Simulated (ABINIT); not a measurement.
# AlBiTeSe2 (P4/mmm): zone-centre phonons

Aim: the zone-centre modes of AlBiTeSe2 (P4/mmm).

Program: ABINIT 10.8.3. Level of theory: DFT LDA, scalar-relativistic, plane waves, HGH norm-conserving pseudopotentials. Results are calculated unless marked as measured.

The structure was built from a prototype and need not be the compound's stable phase.

## 1. The starting structure

It takes space group P4/mmm (No. 123, tetragonal). The conventional cell has a = 5.038 Å, b = 5.038 Å, c = 5.038 Å, α = 90.00°, β = 90.00°, γ = 90.00°. Bi has 4 Te at 3.56 Å and 8 Se at 3.56 Å nearest. Al has 2 Te at 2.52 Å and 4 Se at 2.52 Å nearest. Se has 2 Al at 2.52 Å nearest. Te has 2 Al at 2.52 Å and 4 Bi at 3.56 Å nearest. Farther neighbours and most contacts between anions are not listed.

## 2. A first look

A first run with smearing and empty bands tells whether the crystal has a gap, which decides between fixed occupations and smearing later on.

Input file probe.abi:

```
# ground state
tolvrs 1.0d-08
prtden 1
prtwf 1

# basis, mesh and filling
ecut 26.0
ecutsm 3.0
ixc 7
ngkpt 4 4 4
nshiftk 1
shiftk 0.0 0.0 0.0
istwfk *1
occopt 7
tsmear 0.005
nband 20
nstep 100
diemac 9.0
prtebands 0
prtgsr 0
useylm 1

# cell and atoms
acell 3*1.0 Angstrom
rprim 
    5.03753333 0.0 0.0
    0.0 5.03753333 0.0
    0.0 0.0 5.03753333
ntypat 4
znucl 83 13 34 52
natom 5
typat 1 2 3 3 4
xred 
    0.0 0.0 0.0
    0.5 0.5 0.5
    0.5 0.0 0.5
    0.0 0.5 0.5
    0.5 0.5 0.0
pp_dirpath "./pseudo"
pseudos "Bi.hgh, Al.hgh, Se.hgh, Te.hgh"
```

Launch:

```console
$ OMP_NUM_THREADS=1 mpirun -n 4 abinit probe.abi > probe.log
```

Numbers of over 12 decimals in the logs are rounded to 6 here.

probe.abo, the main output file:

```text
[banners, grids, parts of the stress and lines that vanish by symmetry left out]
- input  file    -> probe.abi
- output file    -> probe.abo
- root for input  files -> probei
[...]
Symmetries : space group P4/m m m (#123); Bravais tP (primitive tetrag.)
[...]
mpw =        5520          nfft =       91125          nkpt =          18
[...]
== DATASET  1 ==================================================================
[...]
cutoff_energies: {ecut:  26.0, pawecutdg:  -1.0, }
[...]
Exchange-correlation functional for the present dataset will be:
  LDA: Perdew-Wang 92 LSD fit to Ceperley-Alder data - ixc=7
[...]
ETOT  1  -34.751300335279    -3.475E+01 7.797E-02 1.238E+03
 ETOT  2  -34.828837235604    -7.754E-02 3.210E-03 6.483E+02
 ETOT  3  -34.948584683413    -1.197E-01 3.068E-03 5.486E+01
 ETOT  4  -34.957929172270    -9.344E-03 5.173E-04 1.420E+00
 ETOT  5  -34.958161454012    -2.323E-04 7.729E-04 3.640E-02
[...]
ETOT  9  -34.958167292038    -4.560E-10 1.799E-04 3.653E-07
 ETOT 10  -34.958167292099    -6.133E-11 8.459E-05 2.805E-09
 At SCF step   10       vres2   =  2.80E-09 < tolvrs=  1.00E-08 =>converged.
[...]
sigma(1 1)=  1.94906445E-04  sigma(3 2)=  0.00000000E+00
  sigma(2 2)=  1.94906445E-04  sigma(3 1)=  0.00000000E+00
  sigma(3 3)= -1.24252427E-04  sigma(2 1)=  0.00000000E+00
[...]
convergence: {deltae: -6.133E-11, res2:  2.805E-09, residm:  8.459E-05, diffor: null, }
etotal    :  -3.49581673E+01
[...]
sigma(1 1)=  1.94906445E-04  sigma(3 2)=  0.00000000E+00
  sigma(2 2)=  1.94906445E-04  sigma(3 1)=  0.00000000E+00
  sigma(3 3)= -1.24252427E-04  sigma(2 1)=  0.00000000E+00
[...]
- sigma(1 1)=  5.73434560E+00  sigma(3 2)=  0.00000000E+00
- sigma(2 2)=  5.73434560E+00  sigma(3 1)=  0.00000000E+00
- sigma(3 3)= -3.65563263E+00  sigma(2 1)=  0.00000000E+00
[...]
fcart     -0.0000000000E+00 -0.0000000000E+00 -0.0000000000E+00
           strten      1.9490644521E-04  1.9490644521E-04 -1.2425242749E-04
================================================================================

[key lines of the parts left out:]
pressure_GPa:  -2.6044E+00
```

Wall time 23 s (4 MPI ranks of Arm Neoverse V1, shared host).

Read from the output:

```
volume per atom   : 25.57 Å³
pressure          : -2.604 GPa
gap on the k-mesh : 0 eV
```

No gap opens on this mesh, so smearing is kept.

## 3. Rough relaxation

The typed start is rough, so a first relaxation with smearing and loose thresholds takes it towards rest cheaply.

Input file prerelax.abi:

```
# relaxation
ionmov 2
optcell 2
dilatmx 1.15
chkdilatmx 0
ntime 40
tolmxf 3.0d-04
tolvrs 1.0d-10
prtwf 0
prtden 0
chksymtnons 0

# basis, mesh and filling
ecut 20.8
ecutsm 3.0
ixc 7
ngkpt 4 4 4
nshiftk 1
shiftk 0.0 0.0 0.0
istwfk *1
occopt 7
tsmear 0.005
nband 20
nstep 100
diemac 1000000.0
prtebands 0
prtgsr 0
useylm 1

# cell and atoms
acell 3*1.0 Angstrom
rprim 
    5.03753333 0.0 0.0
    0.0 5.03753333 0.0
    0.0 0.0 5.03753333
ntypat 4
znucl 83 13 34 52
natom 5
typat 1 2 3 3 4
xred 
    0.0 0.0 0.0
    0.5 0.5 0.5
    0.5 0.0 0.5
    0.0 0.5 0.5
    0.5 0.5 0.0
pp_dirpath "./pseudo"
pseudos "Bi.hgh, Al.hgh, Se.hgh, Te.hgh"
```

Launch:

```console
$ OMP_NUM_THREADS=1 mpirun -n 4 abinit prerelax.abi > prerelax.log
```

prerelax.abo, the main output file:

```text
[banners, grids, parts of the stress and lines that vanish by symmetry left out]
- input  file    -> prerelax.abi
- output file    -> prerelax.abo
- root for input  files -> prerelaxi
[...]
Symmetries : space group P4/m m m (#123); Bravais tP (primitive tetrag.)
[...]
mpw =        6031          nfft =      110592          nkpt =          18
[...]
== DATASET  1 ==================================================================
[...]
cutoff_energies: {ecut:  20.8, pawecutdg:  -1.0, }
[...]
Exchange-correlation functional for the present dataset will be:
  LDA: Perdew-Wang 92 LSD fit to Ceperley-Alder data - ixc=7
[...]
ETOT  1  -34.751750341471    -3.475E+01 4.288E-02 1.488E+03
 ETOT  2  -34.913535251883    -1.618E-01 9.842E-03 2.085E+02
 ETOT  3  -34.947165151503    -3.363E-02 7.168E-04 3.802E+01
 ETOT  4  -34.952735069047    -5.570E-03 6.187E-04 2.217E-02
[...]
ETOT  8  -34.962875573683     1.421E-14 9.467E-06 4.496E-12
 At SCF step    8       vres2   =  4.50E-12 < tolvrs=  1.00E-10 =>converged.
[...]
sigma(1 1)=  5.20249112E-07  sigma(3 2)=  0.00000000E+00
  sigma(2 2)=  5.20249112E-07  sigma(3 1)=  0.00000000E+00
  sigma(3 3)= -4.24316216E-07  sigma(2 1)=  0.00000000E+00
[...]
convergence: {deltae:  1.421E-14, res2:  4.496E-12, residm:  9.467E-06, diffor: null, }
etotal    :  -3.49628756E+01
[...]
At Broyd/MD step   7, gradients are converged :
[...]
sigma(1 1)=  5.20249112E-07  sigma(3 2)=  0.00000000E+00
  sigma(2 2)=  5.20249112E-07  sigma(3 1)=  0.00000000E+00
  sigma(3 3)= -4.24316216E-07  sigma(2 1)=  0.00000000E+00
[...]
- sigma(1 1)=  1.53062573E-02  sigma(3 2)=  0.00000000E+00
- sigma(2 2)=  1.53062573E-02  sigma(3 1)=  0.00000000E+00
- sigma(3 3)= -1.24838141E-02  sigma(2 1)=  0.00000000E+00
[...]
fcart     -0.0000000000E+00 -0.0000000000E+00 -0.0000000000E+00
           strten      5.2024911152E-07  5.2024911152E-07 -4.2431621636E-07
================================================================================

[key lines of the parts left out:]
pressure_GPa:  -6.0429E-03
Total energy (etotal) [Ha]= -3.49628755736828E+01
```

It took 2.3 min on 4 MPI ranks.

Step by step:

| step | energy less that of the first step (eV) | largest force (eV/Å) | volume (Å³) |
| --- | --- | --- | --- |
| 1 | 0.0000 | 0.0000 | 127.84 |
| 2 | -0.0605 | 0.0000 | 126.83 |
| 3 | -0.2566 | 0.0000 | 118.83 |
| 4 | -0.2677 | 0.0000 | 120.51 |
| 5 | -0.2703 | 0.0000 | 120.88 |
| 6 | -0.2758 | 0.0000 | 122.11 |
| 7 | -0.2759 | 0.0000 | 122.14 |

| conventional cell, symmetrised | before | after | change |
| --- | --- | --- | --- |
| a (Å) | 5.038 | 4.814 | -4.4 % |
| b (Å) | 5.038 | 4.814 | -4.4 % |
| c (Å) | 5.038 | 5.270 | +4.6 % |
| volume (Å³/atom) | 25.57 | 24.43 | -4.5 % |

Numbers from this step:

| Quantity | Value |
| --- | --- |
| volume per atom | 24.43 Å³ |
| pressure | -0.006043 GPa |

The volume changes by -4.5 % in this run and stands -4.5 % from the first cell.

## 4. Relaxing the cell and atoms

The harmonic expansion needs vanishing forces, and a free crystal bears no stress, so cell and atoms are brought to rest. Stress is more sensitive to the basis than forces are: the last 3 Ha under the cutoff are smoothed with ecutsm.

Input file relax.abi:

```
# relaxation
ionmov 2
optcell 2
dilatmx 1.08
ntime 40
tolmxf 1.0d-05
tolvrs 1.0d-14
prtwf 0
prtden 0
chksymtnons 0

# basis, mesh and filling
ecut 26.0
ecutsm 3.0
ixc 7
ngkpt 6 6 4
nshiftk 1
shiftk 0.0 0.0 0.0
istwfk *1
occopt 7
tsmear 0.01
nband 20
nstep 100
diemac 1000000.0
prtebands 0
prtgsr 0
useylm 1

# cell and atoms
acell 3*1.0 Angstrom
rprim 
    4.814299533 0.0 0.0
    0.0 4.814299533 0.0
    0.0 0.0 5.269733358
ntypat 4
znucl 83 13 34 52
natom 5
typat 1 2 3 3 4
xred 
    0.0 0.0 0.0
    0.5 0.5 0.5
    0.5 0.0 0.5
    0.0 0.5 0.5
    0.5 0.5 0.0
pp_dirpath "./pseudo"
pseudos "Bi.hgh, Al.hgh, Se.hgh, Te.hgh"
```

Launch:

```console
$ OMP_NUM_THREADS=1 mpirun -n 4 abinit relax.abi > relax.log
```

relax.abo, the main output file:

```text
[banners, grids, parts of the stress and lines that vanish by symmetry left out]
- input  file    -> relax.abi
- output file    -> relax.abo
- root for input  files -> relaxi
[...]
Symmetries : space group P4/m m m (#123); Bravais tP (primitive tetrag.)
[...]
mpw =        6606          nfft =      115200          nkpt =          30
[...]
== DATASET  1 ==================================================================
[...]
cutoff_energies: {ecut:  26.0, pawecutdg:  -1.0, }
[...]
Exchange-correlation functional for the present dataset will be:
  LDA: Perdew-Wang 92 LSD fit to Ceperley-Alder data - ixc=7
[...]
ETOT  1  -34.754172190264    -3.475E+01 5.998E-02 1.774E+03
 ETOT  2  -34.926097232410    -1.719E-01 2.794E-02 2.891E+02
 ETOT  3  -34.966734748263    -4.064E-02 2.502E-03 2.682E+01
 ETOT  4  -34.970105637920    -3.371E-03 1.136E-03 7.866E-01
 ETOT  5  -34.970206283003    -1.006E-04 1.006E-03 2.427E-03
[...]
At SCF step   13       vres2   =  5.06E-15 < tolvrs=  1.00E-14 =>converged.
[...]
sigma(1 1)=  3.69357508E-05  sigma(3 2)=  0.00000000E+00
  sigma(2 2)=  3.69357508E-05  sigma(3 1)=  0.00000000E+00
  sigma(3 3)= -4.37550145E-05  sigma(2 1)=  0.00000000E+00
[...]
convergence: {deltae:  2.487E-13, res2:  5.056E-15, residm:  3.571E-05, diffor: null, }
etotal    :  -3.49702067E+01
[...]
ETOT  1  -34.970295530230    -3.497E+01 5.358E-02 1.750E-01
[...]
At SCF step   10       vres2   =  5.68E-15 < tolvrs=  1.00E-14 =>converged.
[...]
sigma(1 1)=  3.26201848E-05  sigma(3 2)=  0.00000000E+00
  sigma(2 2)=  3.26201848E-05  sigma(3 1)=  0.00000000E+00
  sigma(3 3)= -4.22129398E-05  sigma(2 1)=  0.00000000E+00
[...]
convergence: {deltae: -2.132E-13, res2:  5.678E-15, residm:  1.064E-05, diffor: null, }
etotal    :  -3.49703167E+01
[...]
ETOT  1  -34.968479818990    -3.497E+01 6.469E+01 2.067E+01
[...]
At SCF step   12       vres2   =  2.16E-15 < tolvrs=  1.00E-14 =>converged.
[...]
sigma(1 1)= -1.70757248E-05  sigma(3 2)=  0.00000000E+00
  sigma(2 2)= -1.70757248E-05  sigma(3 1)=  0.00000000E+00
  sigma(3 3)= -2.19749879E-05  sigma(2 1)=  0.00000000E+00
[...]
convergence: {deltae: -5.613E-13, res2:  2.158E-15, residm:  5.607E-06, diffor: null, }
etotal    :  -3.49708875E+01
[...]
ETOT  1  -34.970871699240    -3.497E+01 7.388E-06 3.522E-01
[...]
At SCF step   10       vres2   =  1.46E-15 < tolvrs=  1.00E-14 =>converged.
[...]
sigma(1 1)= -1.21380740E-05  sigma(3 2)=  0.00000000E+00
  sigma(2 2)= -1.21380740E-05  sigma(3 1)=  0.00000000E+00
  sigma(3 3)= -1.92017380E-05  sigma(2 1)=  0.00000000E+00
[...]
convergence: {deltae:  1.634E-13, res2:  1.456E-15, residm:  8.841E-07, diffor: null, }
etotal    :  -3.49709098E+01
[...]
ETOT  1  -34.970524655119    -3.497E+01 9.886E-06 3.905E+00
[...]
At SCF step   11       vres2   =  3.88E-16 < tolvrs=  1.00E-14 =>converged.
[...]
sigma(1 1)=  4.05465593E-07  sigma(3 2)=  0.00000000E+00
  sigma(2 2)=  4.05465593E-07  sigma(3 1)=  0.00000000E+00
  sigma(3 3)= -3.87274018E-06  sigma(2 1)=  0.00000000E+00
[...]
convergence: {deltae: -9.308E-13, res2:  3.879E-16, residm:  4.387E-08, diffor: null, }
etotal    :  -3.49709569E+01
[...]
ETOT  1  -34.970952859796    -3.497E+01 2.204E-02 5.000E-02
[...]
At SCF step   10       vres2   =  2.62E-15 < tolvrs=  1.00E-14 =>converged.
[...]
sigma(1 1)=  4.87447762E-07  sigma(3 2)=  0.00000000E+00
  sigma(2 2)=  4.87447762E-07  sigma(3 1)=  0.00000000E+00
  sigma(3 3)= -4.68602294E-07  sigma(2 1)=  0.00000000E+00
[...]
convergence: {deltae:  1.492E-13, res2:  2.621E-15, residm:  6.725E-09, diffor: null, }
etotal    :  -3.49709592E+01
[...]
ETOT  1  -34.970959141815    -3.497E+01 1.520E-07 1.195E-03
[...]
ETOT  8  -34.970959304203     7.105E-14 1.335E-09 4.326E-14
 ETOT  9  -34.970959304203     1.066E-13 7.929E-10 6.805E-15
 At SCF step    9       vres2   =  6.80E-15 < tolvrs=  1.00E-14 =>converged.
[...]
sigma(1 1)=  5.02634037E-08  sigma(3 2)=  0.00000000E+00
  sigma(2 2)=  5.02634037E-08  sigma(3 1)=  0.00000000E+00
  sigma(3 3)=  1.30295451E-08  sigma(2 1)=  0.00000000E+00
[...]
convergence: {deltae:  1.066E-13, res2:  6.805E-15, residm:  7.929E-10, diffor: null, }
etotal    :  -3.49709593E+01
[...]
At Broyd/MD step   7, gradients are converged :
[...]
sigma(1 1)=  5.02634037E-08  sigma(3 2)=  0.00000000E+00
  sigma(2 2)=  5.02634037E-08  sigma(3 1)=  0.00000000E+00
  sigma(3 3)=  1.30295451E-08  sigma(2 1)=  0.00000000E+00
[...]
- sigma(1 1)=  1.47880039E-03  sigma(3 2)=  0.00000000E+00
- sigma(2 2)=  1.47880039E-03  sigma(3 1)=  0.00000000E+00
- sigma(3 3)=  3.83342453E-04  sigma(2 1)=  0.00000000E+00
[...]
fcart     -0.0000000000E+00 -0.0000000000E+00 -0.0000000000E+00
           strten      5.0263403734E-08  5.0263403734E-08  1.3029545134E-08
================================================================================

[key lines of the parts left out:]
pressure_GPa:  -1.1136E-03
Total energy (etotal) [Ha]= -3.49709593042033E+01
```

It took 4.1 min on 4 MPI ranks; 16 min of CPU time.

The steps of the relaxation:

| step | energy less that of the first step (eV) | largest force (eV/Å) | volume (Å³) |
| --- | --- | --- | --- |
| 1 | 0.0000 | 0.0000 | 122.14 |
| 2 | -0.0030 | 0.0000 | 122.03 |
| 3 | -0.0185 | 0.0000 | 120.97 |
| 4 | -0.0191 | 0.0000 | 121.18 |
| 5 | -0.0204 | 0.0000 | 121.95 |
| 6 | -0.0205 | 0.0000 | 122.04 |
| 7 | -0.0205 | 0.0000 | 122.04 |

| conventional cell, symmetrised | before | after | change |
| --- | --- | --- | --- |
| a (Å) | 4.814 | 4.760 | -1.1 % |
| b (Å) | 4.814 | 4.760 | -1.1 % |
| c (Å) | 5.270 | 5.386 | +2.2 % |
| volume (Å³/atom) | 24.43 | 24.41 | -0.1 % |

The relaxed structure:

```xyz
5
Lattice="4.7600 0.0000 0.0000 0.0000 4.7600 0.0000 0.0000 0.0000 5.3863" Properties=species:S:1:pos:R:3 pbc="T T T"
Bi    0.0000    0.0000    0.0000
Al    2.3800    2.3800    2.6932
Se    2.3800    0.0000    2.6932
Se    0.0000    2.3800    2.6932
Te    2.3800    2.3800    0.0000
```

Read from the output:

- volume per atom: 24.41 Å³
- pressure: -0.001114 GPa

The volume changes by -0.1 % in this run and stands -4.5 % from the first cell.

## 5. Self-consistent run for the response

First-order wavefunctions inherit every error of the ground state, hence the very tight tolvrs. ecutsm is kept as in the relaxation, so that the cell stays at rest. Smearing stays on, as the first look found no gap above 0.3 eV.

Input file gs.abi:

```
# ground state
tolvrs 1.0d-16
prtden 1
prtwf 1

# basis, mesh and filling
ecut 26.0
ecutsm 3.0
ixc 7
ngkpt 6 6 4
nshiftk 1
shiftk 0.0 0.0 0.0
istwfk *1
occopt 7
tsmear 0.01
nband 20
nstep 100
diemac 1000000.0
prtebands 0
prtgsr 0
useylm 1

# cell and atoms
acell 3*1.0 Angstrom
rprim 
    4.760004143 0.0 0.0
    0.0 4.760004143 0.0
    0.0 0.0 5.386304859
ntypat 4
znucl 83 13 34 52
natom 5
typat 1 2 3 3 4
xred 
    0.0 0.0 0.0
    0.5 0.5 0.5
    0.5 0.0 0.5
    0.0 0.5 0.5
    0.5 0.5 0.0
pp_dirpath "./pseudo"
pseudos "Bi.hgh, Al.hgh, Se.hgh, Te.hgh"
```

Launch:

```console
$ OMP_NUM_THREADS=1 mpirun -n 4 abinit gs.abi > gs.log
```

gs.abo, the main output file:

```text
[banners, grids, parts of the stress and lines that vanish by symmetry left out]
- input  file    -> gs.abi
- output file    -> gs.abo
- root for input  files -> gsi
[...]
Symmetries : space group P4/m m m (#123); Bravais tP (primitive tetrag.)
[...]
mpw =        5264          nfft =       97200          nkpt =          30
[...]
== DATASET  1 ==================================================================
[...]
cutoff_energies: {ecut:  26.0, pawecutdg:  -1.0, }
[...]
Exchange-correlation functional for the present dataset will be:
  LDA: Perdew-Wang 92 LSD fit to Ceperley-Alder data - ixc=7
[...]
ETOT  1  -34.750667148875    -3.475E+01 4.285E-02 1.567E+03
 ETOT  2  -34.927061702519    -1.764E-01 2.128E-02 2.506E+02
 ETOT  3  -34.967581525127    -4.052E-02 3.715E-03 2.300E+01
 ETOT  4  -34.970908147122    -3.327E-03 3.802E-03 3.163E-01
 ETOT  5  -34.970958365857    -5.022E-05 2.007E-03 5.496E-03
[...]
ETOT 13  -34.970959236510     9.948E-14 1.240E-04 5.496E-15
 ETOT 14  -34.970959236509     1.066E-13 1.585E-04 2.630E-17
 At SCF step   14       vres2   =  2.63E-17 < tolvrs=  1.00E-16 =>converged.
[...]
sigma(1 1)=  5.05474675E-08  sigma(3 2)=  0.00000000E+00
  sigma(2 2)=  5.05474675E-08  sigma(3 1)=  0.00000000E+00
  sigma(3 3)=  1.31700702E-08  sigma(2 1)=  0.00000000E+00
[...]
convergence: {deltae:  1.066E-13, res2:  2.630E-17, residm:  1.585E-04, diffor: null, }
etotal    :  -3.49709592E+01
[...]
sigma(1 1)=  5.05474675E-08  sigma(3 2)=  0.00000000E+00
  sigma(2 2)=  5.05474675E-08  sigma(3 1)=  0.00000000E+00
  sigma(3 3)=  1.31700702E-08  sigma(2 1)=  0.00000000E+00
[...]
- sigma(1 1)=  1.48715784E-03  sigma(3 2)=  0.00000000E+00
- sigma(2 2)=  1.48715784E-03  sigma(3 1)=  0.00000000E+00
- sigma(3 3)=  3.87476844E-04  sigma(2 1)=  0.00000000E+00
[...]
fcart     -0.0000000000E+00 -0.0000000000E+00 -0.0000000000E+00
           strten      5.0547467530E-08  5.0547467530E-08  1.3170070239E-08
================================================================================

[key lines of the parts left out:]
pressure_GPa:  -1.1206E-03
```

Run time: 46 s. Hardware: 4 MPI ranks; 3.1 min of CPU time.

Read from the output:

```yaml
pressure: -0.001121 GPa
```

The cell stands at -0.0011 GPa, close enough for phonons.

(Continued in part 2 of 2.)

[Host names and launcher messages were left out of these logs when they were recorded.]

[Logs are printed without paths, hosts, clocks, repeated set-up lines and the standing remarks that a program may print on its own settings, such as how far it seeks lower states.]

[Hosts, paths, dates, database ids (printed as entryN), source tags and the programs' standing remarks are cut or masked in the printed files.]
